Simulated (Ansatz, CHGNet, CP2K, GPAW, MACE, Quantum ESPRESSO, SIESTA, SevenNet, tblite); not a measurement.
**Ge(100) slab, H on both faces (90 atoms), the built cell with every atom moved at random**

The starting structure: Diamond-structure Ge (a = 5.658 Å), (100) slab of 6 atomic planes, 3 x 3 surface cells, H on the broken bonds of both faces, 12 Å of vacuum; displaced by a Gaussian of 0.02 Å. Then every atom was moved at random, 0.03 Å r.m.s. a Cartesian component (hydrogen 0.6 of that).

This is the built cell with every atom moved at random. Method: Kohn-Sham DFT, PBE, SSSP efficiency 1.3.0 pseudopotentials, plane waves; sssp-1.3.0-efficiency; 45/360 Ry; levels smeared at 580 K (Quantum ESPRESSO 7.5); Γ point.

Extended XYZ; positions in Å, forces in eV/Å:

```xyz
90
Lattice="12.002 0.000 0.000 0.000 12.002 0.000 0.000 0.000 20.839" Properties=species:S:1:pos:R:3:forces:R:3 pbc="T T T"
Ge 1.999 2.071 6.889 -0.117 -1.510 0.572
Ge 0.049 2.032 8.295 -0.867 -0.470 0.172
Ge 12.002 4.012 9.740 -0.042 -0.156 -0.370
Ge 2.094 0.015 11.138 -0.569 -0.114 -0.164
Ge 2.015 2.003 12.490 0.662 0.304 0.796
Ge 0.065 2.037 13.970 -0.258 -1.053 0.279
Ge 2.037 5.984 6.872 -0.329 -0.200 1.967
Ge 11.978 5.969 8.322 0.475 0.575 -0.294
Ge 0.050 8.011 9.750 -0.526 -0.282 -0.492
Ge 1.963 4.054 11.145 0.723 -0.550 -0.425
Ge 2.018 5.997 12.525 0.550 0.419 0.286
Ge 0.080 6.007 13.923 -0.690 0.628 -0.316
Ge 1.994 9.968 6.889 0.757 0.359 -0.346
Ge 0.046 9.974 8.256 -0.501 0.064 0.560
Ge 0.086 11.965 9.736 -0.484 0.264 -0.287
Ge 2.046 7.966 11.073 0.312 0.562 0.390
Ge 2.044 10.041 12.517 0.085 -0.677 0.403
Ge 0.026 10.009 13.960 -0.010 0.089 -0.623
Ge 6.004 2.058 6.892 -0.551 -1.859 1.400
Ge 3.932 2.035 8.323 0.863 -0.242 -0.409
Ge 4.039 4.013 9.699 -0.988 0.176 0.233
Ge 6.022 0.026 11.109 -0.004 -0.403 0.057
Ge 6.016 1.985 12.524 0.840 0.155 0.258
Ge 4.116 1.968 13.935 -1.242 -0.301 0.048
Ge 5.986 6.014 6.894 0.324 0.278 -0.002
Ge 4.054 5.998 8.287 -0.601 -0.219 -0.260
Ge 4.031 7.994 9.605 0.276 -0.468 1.286
Ge 5.957 3.981 11.107 0.479 0.039 0.529
Ge 6.074 5.979 12.518 -0.697 -0.222 0.421
Ge 4.016 5.971 13.974 0.409 0.512 -1.082
Ge 5.995 10.044 6.857 0.294 -1.164 0.594
Ge 4.064 9.947 8.306 -0.703 1.079 -0.630
Ge 4.014 0.006 9.706 0.383 -0.186 -0.261
Ge 6.017 7.984 11.158 0.080 0.278 -0.573
Ge 6.060 10.014 12.539 -0.631 0.057 -0.008
Ge 4.043 10.053 13.987 0.079 -0.389 -1.303
Ge 9.960 1.990 6.865 0.691 0.481 0.283
Ge 7.991 2.030 8.257 0.081 -0.178 0.864
Ge 7.965 4.012 9.780 0.532 0.074 -0.763
Ge 10.010 11.964 11.170 0.517 0.638 -0.766
Ge 10.079 1.991 12.512 -0.484 0.082 0.728
Ge 8.032 1.991 14.019 0.293 0.336 -1.198
Ge 10.003 6.017 6.870 -0.313 -0.837 0.639
Ge 7.952 6.048 8.294 0.645 -0.387 0.231
Ge 8.066 8.030 9.730 -0.882 -0.036 -0.269
Ge 10.045 4.013 11.139 -0.622 -0.160 0.003
Ge 10.017 5.987 12.565 0.695 0.216 -0.202
Ge 8.064 5.985 13.921 -0.378 -0.037 0.531
Ge 10.023 9.918 6.879 -0.104 3.165 1.049
Ge 7.979 10.011 8.275 0.422 -0.024 0.102
Ge 8.024 11.982 9.745 0.079 0.487 -0.655
Ge 10.003 7.991 11.123 0.656 0.286 0.419
Ge 10.009 10.048 12.545 0.433 -1.007 0.243
Ge 8.038 9.979 13.906 -0.088 0.707 0.455
H 1.978 0.767 6.036 0.049 0.501 0.070
H 1.995 3.268 6.049 0.039 0.704 -0.882
H 0.006 0.694 14.899 0.097 1.253 -0.550
H 0.010 3.303 14.851 0.059 -0.404 -0.002
H 2.048 7.216 6.080 -0.003 0.712 -0.843
H 2.011 4.737 6.086 0.039 -0.444 -0.765
H 0.060 4.797 14.802 0.046 -0.346 0.408
H 0.019 7.223 14.859 0.070 -0.177 0.011
H 2.005 11.255 5.968 0.020 -0.696 0.279
H 2.014 8.708 5.991 -0.008 0.443 -0.027
H 0.016 8.752 14.819 0.015 0.069 0.144
H 0.010 11.244 14.868 0.026 -0.128 0.114
H 6.031 0.790 6.013 -0.053 0.328 -0.025
H 6.036 3.203 6.033 -0.001 1.387 -1.256
H 4.055 0.737 14.906 0.053 0.647 -0.288
H 4.019 3.215 14.808 0.098 -0.063 0.130
H 6.010 4.754 6.057 0.013 0.039 -0.291
H 6.020 7.259 5.983 -0.073 -0.331 -0.052
H 4.015 4.748 14.834 -0.036 -0.278 0.469
H 4.092 7.241 14.810 -0.099 -0.062 0.202
H 6.059 8.733 6.023 -0.053 0.556 -0.014
H 6.041 11.260 6.016 -0.052 0.519 -0.618
H 4.114 8.821 14.840 -0.060 -0.306 0.415
H 4.029 11.273 14.840 -0.014 0.341 0.525
H 9.981 0.724 5.998 -0.012 0.154 -0.123
H 9.998 3.279 5.981 -0.023 -0.578 0.059
H 8.071 0.758 14.891 -0.052 -0.123 0.305
H 8.064 3.259 14.875 -0.065 -0.185 0.125
H 9.990 7.235 5.998 0.053 0.196 -0.435
H 10.028 4.734 5.983 -0.018 0.539 0.090
H 8.080 4.753 14.872 -0.035 0.456 -0.150
H 7.996 7.257 14.809 0.037 -0.447 -0.103
H 10.072 11.287 5.974 -0.029 -1.310 0.547
H 10.044 8.786 6.023 0.011 -1.607 -1.448
H 8.011 11.262 14.816 -0.006 -0.684 -0.217
H 8.023 8.753 14.820 0.018 0.147 0.095
```

Only the Γ point is sampled, in a cell whose shortest periodic width is 12 Å.

The r.m.s. force component is 0.567 eV/Å; the longest force, 3.34 eV/Å, acts on Ge49.

[Logs are printed without paths, hosts, clocks, repeated set-up lines and the standing remarks that a program may print on its own settings, such as how far it seeks lower states.]

[Hosts, paths, dates, database ids (printed as entryN), source tags and the programs' standing remarks are cut or masked in the printed files.]
